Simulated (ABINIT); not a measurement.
# SnO2 (Cassiterite): modes at Γ and the response to a field, part 2 of 3

Which modes does SnO2 (Cassiterite) have at the zone centre?

ABINIT 10.8.3; DFT LDA, scalar-relativistic, plane waves, PseudoDojo norm-conserving pseudopotentials.

So far. Step 3 (Relaxation): The volume changes by -0.3 % in this run and stands -0.3 % from the first cell. Step 4 (Ground state): The cell stands at -1.0 GPa: the relaxation ran with a smoothed and higher cutoff and on another k mesh. The relaxed cell has a = 4.725, c = 3.195 Å (conventional setting).

## (6) Zone-centre response

The derivative of the wavefunctions by k comes first, since the response to a field is built on it; then the field and the displacements that symmetry doesn't supply are solved at q = 0.

It reads the wavefunctions written in step 4.

The input, dfpt_gamma.abi:

```
ndtset 2

# common to the responses
getwfk_filepath "gso_WFK"
kptopt 2
nqpt 1
qpt 0.0 0.0 0.0
asr 0
chneut 0

# d/dk
rfelfd1 2
rfdir1 1 1 1
iscf1 -3
tolwfr1 1.0d-20

# displacements, field
rfphon2 1
rfatpol2 1 6
rfdir2 1 1 1
rfelfd2 3
getddk2 1
tolvrs2 1.0d-10
prtwf2 0

# basis, mesh and filling
ecut 36.0
ngkpt 4 4 8
nshiftk 1
shiftk 0.5 0.5 0.5
istwfk *1
occopt 1
nband 26
nstep 100
diemac 9.0
prtebands 0
prtgsr 0
useylm 1

# cell and atoms
acell 8.928056638 8.928056638 6.038288292
rprim 
    1.0 0.0 0.0
    0.0 1.0 0.0
    0.0 0.0 1.0
ntypat 2
znucl 50 8
natom 6
typat 1 1 2 2 2 2
xred 
    0.0 0.0 0.0
    0.5 0.5 0.5
    0.3062143909 0.3062143909 0.0
    0.1937856091 0.8062143909 0.5
    0.6937856091 0.6937856091 0.0
    0.8062143909 0.1937856091 0.5
pp_dirpath "./pseudo"
pseudos "Sn.upf, O.upf"
```

Launch:

```bash
$ OMP_NUM_THREADS=1 mpirun -n 4 abinit dfpt_gamma.abi > dfpt_gamma.log
```

Numbers of over 12 decimals in the logs are rounded to 6 here.

dfpt_gamma.abo, the main output file:

```text
[banners, grids, parts of the stress and lines that vanish by symmetry left out]
- input  file    -> dfpt_gamma.abi
- output file    -> dfpt_gamma.abo
- root for input  files -> dfpt_gammai
[...]
DATASET    1 : space group P4_2/m n m (#136); Bravais tP (primitive tetrag.)
[...]
nfft =       90000          nkpt =          64
[...]
DATASET    2 : space group P4_2/m n m (#136); Bravais tP (primitive tetrag.)
[...]
nfft =       90000          nkpt =          64
[...]
== DATASET  1 ==================================================================
[...]
cutoff_energies: {ecut:  36.0, pawecutdg:  -1.0, }
[...]
-  8.00000   6.00000  201201                  znucl, zion, pspdat
[...]
Perturbation : derivative vs k along direction   1
[...]
-ETOT  1  -44.411863980540     -4.441E+01 8.174E-02 0.000E+00
 ETOT  2  -44.611880051530     -2.000E-01 1.633E-02 0.000E+00
 ETOT  3  -44.621281401836     -9.401E-03 2.297E-03 0.000E+00
 ETOT  4  -44.622131741931     -8.503E-04 3.822E-04 0.000E+00
 ETOT  5  -44.622243368510     -1.116E-04 6.598E-05 0.000E+00
[...]
At SCF step   30   max residual=  9.94E-21 < tolwfr=  1.00E-20 =>converged.
[...]
Perturbation : derivative vs k along direction   2
[...]
-ETOT  1  -44.411863979653     -4.441E+01 8.174E-02 0.000E+00
[...]
At SCF step   30   max residual=  9.94E-21 < tolwfr=  1.00E-20 =>converged.
[...]
Perturbation : derivative vs k along direction   3
[...]
-ETOT  1  -96.965815175857     -9.697E+01 4.699E-01 0.000E+00
[...]
At SCF step   24   max residual=  9.99E-21 < tolwfr=  1.00E-20 =>converged.
[...]
1        1       0.6519597808   -0.0000000000
     1        2       0.0000000000    0.0000000000
     1        3       0.0000000000    0.0000000000
     2        1       0.0000000000    0.0000000000
     2        2       0.6519597808   -0.0000000000
     2        3       0.0000000000    0.0000000000
     3        1       0.0000000000    0.0000000000
     3        2       0.0000000000    0.0000000000
     3        3       0.6906996043   -0.0000000000
[...]
== DATASET  2 ==================================================================
[...]
cutoff_energies: {ecut:  36.0, pawecutdg:  -1.0, }
[...]
Perturbation : displacement of atom   1   along direction   1
[...]
-ETOT  1   30.559670090651     -2.696E+04 2.337E+01 2.128E+04
[...]
At SCF step   16       vres2   =  2.25E-11 < tolvrs=  1.00E-10 =>converged.
[...]
Perturbation : displacement of atom   1   along direction   3
[...]
-ETOT  1   10.932270292926     -1.220E+04 1.252E+01 1.040E+02
[...]
At SCF step   10       vres2   =  6.61E-11 < tolvrs=  1.00E-10 =>converged.
[...]
Perturbation : displacement of atom   3   along direction   1
[...]
-ETOT  1   17.605533769564     -4.886E+03 1.859E+00 1.161E+04
[...]
At SCF step   17       vres2   =  5.27E-11 < tolvrs=  1.00E-10 =>converged.
[...]
Perturbation : displacement of atom   3   along direction   3
[...]
-ETOT  1   8.524822     -2.134E+03 1.156E+00 2.601E+03
[...]
At SCF step   12       vres2   =  9.38E-11 < tolvrs=  1.00E-10 =>converged.
[...]
Perturbation : homogeneous electric field along direction   1
[...]
-ETOT  1  -60.660326014755     -6.066E+01 5.040E+00 7.167E+03
[...]
At SCF step   17       vres2   =  2.57E-11 < tolvrs=  1.00E-10 =>converged.
[...]
Perturbation : homogeneous electric field along direction   3
[...]
-ETOT  1  -153.02567677042     -1.530E+02 7.337E+00 3.197E+03
[...]
ETOT 12  -157.37076753518     -1.046E-10 3.943E-11 2.922E-10
 ETOT 13  -157.37076753519     -1.560E-11 6.516E-12 4.635E-12
 At SCF step   13       vres2   =  4.63E-12 < tolvrs=  1.00E-10 =>converged.
[...]
Dielectric tensor, in cartesian coordinates,
[...]
1    8   1    8         4.3835331388        -0.0000000000
   1    8   2    8        -0.0000000000        -0.0000000000
   1    8   3    8        -0.0000000000        -0.0000000000
   2    8   1    8        -0.0000000000        -0.0000000000
   2    8   2    8         4.3835331388        -0.0000000000
   2    8   3    8        -0.0000000000        -0.0000000000
   3    8   1    8        -0.0000000000        -0.0000000000
   3    8   2    8        -0.0000000000        -0.0000000000
   3    8   3    8         4.7946712296        -0.0000000000
  Effective charges, in cartesian coordinates,
[...]
1    1   1    8         4.1404251563         0.0000000000
   2    1   1    8         0.4651484682         0.0000000000
   3    1   1    8         0.0000000000         0.0000000000
   1    2   1    8         4.1404251563         0.0000000000
   2    2   1    8        -0.4651484682         0.0000000000
[...]
Effective charges, in cartesian coordinates,
[...]
2    8   1    6         0.7300986277         0.0000000000
   3    8   1    6         0.0000000000         0.0000000000
   1    8   2    6         0.7300986277         0.0000000000
   2    8   2    6        -2.0660674962         0.0000000000
   3    8   2    6         0.0000000000         0.0000000000
   1    8   3    6         0.0000000000         0.0000000000
   2    8   3    6         0.0000000000         0.0000000000
   3    8   3    6        -2.2771760986         0.0000000000
  Phonon wavevector (reduced coordinates) :  0.00000  0.00000  0.00000
 Phonon energies in Hartree :
[...]
Phonon frequencies in cm-1    :
- -3.113481E+00 -2.121497E+00 -2.121497E+00  1.018616E+02  1.463567E+02
-  2.227897E+02  2.227897E+02  2.803777E+02  2.803777E+02  3.473926E+02
-  4.632178E+02  4.690027E+02  4.690027E+02  5.628454E+02  5.985523E+02
-  5.985523E+02  6.289963E+02  7.561159E+02
  Phonon at Gamma, with non-analyticity in the
[...]
Phonon energies in Hartree :
[...]
Phonon frequencies in cm-1    :
- -3.113481E+00 -2.121497E+00 -2.112588E+00  1.018616E+02  1.463567E+02
-  2.227897E+02  2.643298E+02  2.803777E+02  3.312746E+02  3.473926E+02
-  4.632178E+02  4.690027E+02  4.690027E+02  5.628454E+02  5.985523E+02
-  6.289963E+02  7.361152E+02  7.561159E+02
  Phonon at Gamma, with non-analyticity in the
[...]
Phonon energies in Hartree :
[...]
Phonon frequencies in cm-1    :
- -3.113481E+00 -2.121497E+00 -2.112588E+00  1.018616E+02  1.463567E+02
-  2.227897E+02  2.643298E+02  2.803777E+02  3.312746E+02  3.473926E+02
-  4.632178E+02  4.690027E+02  4.690027E+02  5.628454E+02  5.985523E+02
-  6.289963E+02  7.361152E+02  7.561159E+02
  Phonon at Gamma, with non-analyticity in the
[...]
Phonon energies in Hartree :
[...]
Phonon frequencies in cm-1    :
- -3.113389E+00 -2.121497E+00 -2.121497E+00  1.018616E+02  1.463567E+02
-  2.227897E+02  2.227897E+02  2.803777E+02  2.803777E+02  3.473926E+02
-  4.690027E+02  4.690027E+02  5.628454E+02  5.985523E+02  5.985523E+02
-  6.289963E+02  6.718651E+02  7.561159E+02
[...]
fcart2     0.0000000000E+00  0.0000000000E+00  0.0000000000E+00
           strten2     0.0000000000E+00  0.0000000000E+00  0.0000000000E+00
================================================================================
```

Wall time 8.9 min (4 MPI ranks of AMD EPYC 9R45, shared host); 36 min of CPU time.

This step gave:

* miss of the charge sum rule: 0.01658 e
* largest acoustic frequency at the zone centre before the sum rule: -3.11 cm⁻¹
* highest optical zone-centre mode (no LO-TO term): 756.1 cm⁻¹
* lowest optical zone-centre mode: 101.9 cm⁻¹
* mean high-frequency dielectric constant: 4.521
* largest Born charge in size (third of the trace): 4.278 e

Born charge (rows field, columns displacement), before the sum rule (e), principal values of the symmetric part by kind of site:

| atom | atoms with these values | low | middle | high | mean |
| --- | --- | --- | --- | --- | --- |
| Sn1 | 2 | 3.68 | 4.55 | 4.61 | 4.28 |
| O3 | 4 | -2.80 | -2.28 | -1.34 | -2.14 |

In full for Sn1:

```
4.14 0.47 0.00
0.47 4.14 0.00
0.00 0.00 4.55
```

High-frequency dielectric tensor:

```
4.38 0.00 0.00
0.00 4.38 0.00
0.00 0.00 4.79
```

The acoustic modes at Γ come out as far as 3.1 cm⁻¹ from zero, where they should vanish, a small numerical error; the Born charges miss their sum rule by 0.017 e, which is good.

## (7) Modes with the sum rule

anaddb reads the merged derivatives, imposes the acoustic sum rule and charge neutrality, and adds the LO-TO term along chosen directions.

The input, anaddb.abi:

```
ddb_filepath "gamma_DDB"
output_file "anaddb.abo"
outdata_prefix "anaddb"
asr 1
chneut 1
enunit 2
eivec 1
nph1l 1
qph1l 0.0 0.0 0.0 1.0
dieflag 2
nph2l 3
qph2l 
    1.0 0.0 0.0 0.0
    0.0 0.0 1.0 0.0
    1.0 1.0 1.0 0.0
```

The input, mrgddb.in:

```
gamma_DDB
merged
2
dfpt_gammao_DS2_DDB
gso_DDB
```

Launch:

```bash
$ mrgddb < mrgddb.in > mrgddb.log
$ OMP_NUM_THREADS=1 anaddb anaddb.abi > anaddb.log
```

anaddb.abo, the main output file:

```text
[banners, grids, parts of the stress and lines that vanish by symmetry left out]
-outvars_anaddb: echo values of input variables ----------------------

 Flags :
[...]
Dielectric Tensor and Effective Charges
[...]
Effective charge tensors after
[...]
Phonon wavevector (reduced coordinates) :  0.00000  0.00000  0.00000
 Phonon energies in Hartree :
[...]
Phonon energies in meV     :
-  0.000000E+00  0.000000E+00  0.000000E+00  1.264200E+01  1.814750E+01
-  2.762700E+01  2.762700E+01  3.476273E+01  3.476273E+01  4.307494E+01
-  5.743656E+01  5.815504E+01  5.815504E+01  6.978861E+01  7.421316E+01
-  7.421316E+01  7.798781E+01  9.374825E+01
 Phonon frequencies in cm-1    :
-  0.000000E+00  0.000000E+00  0.000000E+00  1.019646E+02  1.463695E+02
-  2.228268E+02  2.228268E+02  2.803803E+02  2.803803E+02  3.474228E+02
-  4.632571E+02  4.690520E+02  4.690520E+02  5.628831E+02  5.985695E+02
-  5.985695E+02  6.290141E+02  7.561307E+02
 Phonon frequencies in Thz     :
-  0.000000E+00  0.000000E+00  0.000000E+00  3.056821E+00  4.388046E+00
-  6.680179E+00  6.680179E+00  8.405591E+00  8.405591E+00  1.041547E+01
-  1.388810E+01  1.406183E+01  1.406183E+01  1.687481E+01  1.794466E+01
-  1.794466E+01  1.885737E+01  2.266823E+01
 Phonon energies in Kelvin  :
-  0.000000E+00  0.000000E+00  0.000000E+00  1.467043E+02  2.105930E+02
-  3.205980E+02  3.205980E+02  4.034047E+02  4.034047E+02  4.998639E+02
-  6.665236E+02  6.748612E+02  6.748612E+02  8.098632E+02  8.612079E+02
-  8.612079E+02  9.050109E+02  1.087903E+03
[...]
-  1  0.00000000E+00  0.00000000E+00  1.34907359E-03
-     0.00000000E+00  0.00000000E+00  0.00000000E+00
-  2  0.00000000E+00  0.00000000E+00  1.34907359E-03
-     0.00000000E+00  0.00000000E+00  0.00000000E+00
-  3  0.00000000E+00  0.00000000E+00  1.34907367E-03
-     0.00000000E+00  0.00000000E+00  0.00000000E+00
-  4  0.00000000E+00  0.00000000E+00  1.34907367E-03
-     0.00000000E+00  0.00000000E+00  0.00000000E+00
-  5  0.00000000E+00  0.00000000E+00  1.34907367E-03
-     0.00000000E+00  0.00000000E+00  0.00000000E+00
-  6  0.00000000E+00  0.00000000E+00  1.34907367E-03
-     0.00000000E+00  0.00000000E+00  0.00000000E+00
[...]
-  1  0.00000000E+00  1.34907359E-03  0.00000000E+00
-     0.00000000E+00  0.00000000E+00  0.00000000E+00
-  2  0.00000000E+00  1.34907359E-03  0.00000000E+00
-     0.00000000E+00  0.00000000E+00  0.00000000E+00
-  3  0.00000000E+00  1.34907365E-03  0.00000000E+00
-     0.00000000E+00  0.00000000E+00  0.00000000E+00
-  4  0.00000000E+00  1.34907365E-03  0.00000000E+00
-     0.00000000E+00  0.00000000E+00  0.00000000E+00
-  5  0.00000000E+00  1.34907365E-03  0.00000000E+00
[...]
-  6  0.00000000E+00  1.34907365E-03  0.00000000E+00
[...]
-  1  1.34907359E-03  0.00000000E+00  0.00000000E+00
[...]
-  2  1.34907359E-03  0.00000000E+00  0.00000000E+00
[...]
Phonon at Gamma, with non-analyticity in the
[...]
Phonon energies in Hartree :
[...]
Phonon energies in meV     :
-  0.000000E+00  0.000000E+00  0.000000E+00  1.264200E+01  1.814750E+01
-  2.762700E+01  3.277623E+01  3.476273E+01  4.109017E+01  4.307494E+01
[...]
Phonon frequencies in cm-1    :
[...]
Phonon frequencies in Thz     :
[...]
Phonon energies in Kelvin  :
[...]
-  3.205980E+02  3.803524E+02  4.034047E+02  4.768316E+02  4.998639E+02
-  6.665236E+02  6.748612E+02  6.748612E+02  8.098632E+02  8.612079E+02
[...]
-  2  0.00000000E+00  0.00000000E+00  0.00000000E+00
-     0.00000000E+00  0.00000000E+00  0.00000000E+00
-  3  0.00000000E+00  0.00000000E+00  4.07205326E-06
-     0.00000000E+00  0.00000000E+00  0.00000000E+00
-  4  0.00000000E+00  0.00000000E+00 -4.14050099E-03
-     0.00000000E+00  0.00000000E+00  0.00000000E+00
-  5  0.00000000E+00  0.00000000E+00 -4.07205326E-06
-     0.00000000E+00  0.00000000E+00  0.00000000E+00
-  6  0.00000000E+00  0.00000000E+00  4.14050099E-03
-     0.00000000E+00  0.00000000E+00  0.00000000E+00
[...]
-  1  0.00000000E+00  0.00000000E+00  0.00000000E+00
-     0.00000000E+00  0.00000000E+00  0.00000000E+00
[...]
Phonon at Gamma, with non-analyticity in the
[...]
Phonon energies in Hartree :
[...]
Phonon energies in meV     :
-  0.000000E+00  0.000000E+00  0.000000E+00  1.264200E+01  1.814750E+01
-  2.762700E+01  2.762700E+01  3.476273E+01  3.476273E+01  4.307494E+01
-  5.815504E+01  5.815504E+01  6.978861E+01  7.421316E+01  7.421316E+01
[...]
Phonon frequencies in cm-1    :
-  0.000000E+00  0.000000E+00  0.000000E+00  1.019646E+02  1.463695E+02
[...]
Phonon frequencies in Thz     :
[...]
Phonon energies in Kelvin  :
[...]
Phonon at Gamma, with non-analyticity in the
[...]
Phonon energies in Hartree :
[...]
Phonon energies in meV     :
[...]
Phonon frequencies in cm-1    :
[...]
Phonon frequencies in Thz     :
[...]
Phonon energies in Kelvin  :
[...]
-  3.205980E+02  3.690584E+02  4.034047E+02  4.299980E+02  4.998639E+02
-  6.748612E+02  6.748612E+02  7.364830E+02  8.098632E+02  8.612079E+02
[...]
-  5  0.00000000E+00  0.00000000E+00 -4.14050227E-03
-     0.00000000E+00  0.00000000E+00  0.00000000E+00
-  6  0.00000000E+00  0.00000000E+00 -2.44649900E-06
-     0.00000000E+00  0.00000000E+00  0.00000000E+00
[...]
;  6 -2.07025150E-03  2.07025150E-03  0.00000000E+00
;     0.00000000E+00  0.00000000E+00  0.00000000E+00
-
```

Run time: 0.64 s. Hardware: 1 thread.

This step gave:

- lowest optical zone-centre mode: 102.0 cm⁻¹
- highest mode moved by the LO-TO term: 736.3 cm⁻¹

No LO-TO term; unit eigenvectors of the mass-weighted matrix, from anaddb's displacements. The modes at Γ (shares of kinetic energy by element, %):

| mode | frequency (cm⁻¹) | Sn % | O % |
| --- | --- | --- | --- |
| 1 | 0.0 | 79 | 21 |
| 2 | 0.0 | 79 | 21 |
| 3 | 0.0 | 79 | 21 |
| 4 | 102.0 | 0 | 100 |
| 5 | 146.4 | 92 | 8 |
| 6 | 222.8 | 21 | 79 |
| 7 | 222.8 | 21 | 79 |
| 8 | 280.4 | 92 | 8 |
| 9 | 280.4 | 92 | 8 |
| 10 | 347.4 | 0 | 100 |
| 11 | 463.3 | 21 | 79 |
| 12 | 469.1 | 0 | 100 |
| 13 | 469.1 | 0 | 100 |
| 14 | 562.9 | 8 | 92 |
| 15 | 598.6 | 8 | 92 |
| 16 | 598.6 | 8 | 92 |
| 17 | 629.0 | 0 | 100 |
| 18 | 756.1 | 0 | 100 |

Displacements in mode 4 (102.0 cm⁻¹), the largest set to 1:
```
Sn1  0.00  0.00  0.00
Sn2  0.00  0.00  0.00
O3   1.00 -1.00  0.00
O4  -1.00 -1.00  0.00
O5  -1.00  1.00  0.00
O6   1.00  1.00  0.00
```

Displacements in mode 15 (598.6 cm⁻¹), the largest set to 1:
```
Sn1  0.18 -0.03  0.00
Sn2  0.18  0.03  0.00
O3  -0.66 -1.00  0.00
O4  -0.66  1.00  0.00
O5  -0.66 -1.00  0.00
O6  -0.66  1.00  0.00
```

The rule moves no optical mode by more than 0.2 cm⁻¹.

(Continued in part 3 of 3.)

[Host names and launcher messages were left out of these logs when they were recorded.]

[Logs are printed without paths, hosts, clocks, repeated set-up lines and the standing remarks that a program may print on its own settings, such as how far it seeks lower states.]

[Hosts, paths, dates, database ids (printed as entryN), source tags and the programs' standing remarks are cut or masked in the printed files.]
